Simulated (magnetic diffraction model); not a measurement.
# Na2NdAgF6 below its ordering temperature

Space group Fm-3m (no. 225), a = 9.0280 Å.

| site | atom | x | y | z |
| --- | --- | --- | --- | --- |
| 4a | Nd | 0 | 0 | 0 |
| 4b | Ag | 1/2 | 0 | 0 |
| 8c | Na | 1/4 | 3/4 | 3/4 |
| 24e | F | 0 | 0 | 0.7747 |

This is a made-up structure (elements placed in a structure type, unrelaxed), so the numbers test the method and describe no known phase.

Only Nd is taken to order (form factors of Nd3+); orders and moment sizes are assumed, and not adapted to the symmetry. Radiation: neutrons of λ = 2.52 Å, 2° to 100°; isotropic B of 0.14 Å² (Nd), 0.2 Å² (Ag), 0.22 Å² (Na) and 0.22 Å² (F). Simulated constant-wavelength pattern: nuclear and magnetic terms add, the magnetic one as |2.695 fm × Σ f S⊥ exp(2πi Q·r) exp(−B s²)|², summed over all Q at one angle with the factor 1/(sin²θ cos θ). For a modulated order the moment at position r is S exp(−2πi k·r) + c.c., with S = m/2 for a sine wave of amplitude m and S = m(u + iv)/2 for moments turning in a plane, u and v being orthogonal unit vectors in it; the phase factor of the sum at Q = H + k is then exp(2πi H·r). Free-ion form factors, Sears's scattering lengths of 1992, no absorption; a label names one of the reflections at its angle. The strongest nuclear line in the range is 100, and lines under 0.2 are left out.

Above the ordering temperature:

| 2θ (°) | index | I |
| --- | --- | --- |
| 27.98 | (1 1 1) | 11.0 |
| 32.42 | (2 0 0) | 41.9 |
| 46.50 | (2 2 0) | 14.9 |
| 57.83 | (2 2 2) | 41.0 |
| 67.87 | (4 0 0) | 100.0 |
| 74.94 | (3 3 1) | 5.5 |
| 77.24 | (4 2 0) | 31.7 |
| 86.27 | (4 2 2) | 8.0 |
| 92.97 | (5 1 1) | 23.8 |

Below it (cell unchanged):

```csv
2θ (°),I
5.33,44.7
25.21,4.7
26.90,1.8
27.98,11.0
31.48,3.8
32.42,41.9
32.88,2.4
38.01,0.9
42.61,2.0
46.50,14.9
46.84,1.2
49.83,1.8
50.80,1.6
53.62,1.9
54.54,1.1
57.24,1.8
57.83,41.0
60.71,1.3
61.56,1.3
67.87,100.0
68.14,0.6
70.53,1.5
71.31,0.9
73.65,0.5
74.43,0.8
74.94,5.5
76.73,0.5
77.24,31.7
77.50,0.9
79.77,1.3
80.53,1.2
83.53,1.6
85.77,0.7
86.27,8.0
88.75,0.5
89.50,0.9
```
(The table stops after 36 lines; 6 more lie at higher angle.)

**Question.** Check that the new lines index with k = (0 1/3 0), then choose among these models:
A. moments turning in the plane of [100] and [010], 2.9 μB on Nd
B. moments turning in the plane of [100] and [001], 2.9 μB on Nd
C. moments turning in the plane of [010] and [001], 2.9 μB on Nd
D. a sine wave with moments along [001] (amplitudes given), 2.9 μB on Nd

The new lines index as (0 1/3 0) at 5.33°, (1 2/3 1) at 25.21°, (0 5/3 0) at 26.90° and (1 4/3 1) at 31.48°, that is as H ± k with k = (0 1/3 0), one of 3 inequivalent arms of its star (k and −k counted as one), which a powder can't tell apart. Satellites come in pairs about each point of the reciprocal lattice.

Magnetic intensity, observed (below minus above) and for each model:

| 2θ (°) | index | observed | A | B | C | D |
| --- | --- | --- | --- | --- | --- | --- |
| 5.33 | (0 1/3 0) | 44.7 | 22.3 | 44.7 | 22.3 | 22.3 |
| 25.21 | (1 2/3 1) | 4.7 | 5.6 | 4.7 | 5.6 | 2.4 |
| 31.48 | (1 4/3 1) | 3.8 | 3.2 | 3.8 | 3.2 | 1.9 |
| 32.88 | (2 1/3 0) | 2.4 | 3.5 | 2.4 | 3.5 | 1.2 |
| 42.61 | (2 5/3 0) | 2.0 | 1.8 | 2.0 | 1.8 | 1.0 |
| 46.84 | (2 1/3 2) | 1.2 | 1.8 | 1.2 | 1.8 | 0.6 |
| 53.62 | (3 2/3 1) | 1.9 | 2.7 | 1.9 | 2.7 | 0.9 |
| 57.24 | (3 4/3 1) | 1.8 | 2.3 | 1.8 | 2.3 | 0.9 |

Model B matches. Model D has the same shape and would fit too with moments 1.41 times as large, so only the size of the moment sets it apart.

The structure used: k = (0 1/3 0), moments turning in the plane of [100] and [001], 2.9 μB on Nd.

[Logs are printed without paths, hosts, clocks, repeated set-up lines and the standing remarks that a program may print on its own settings, such as how far it seeks lower states.]
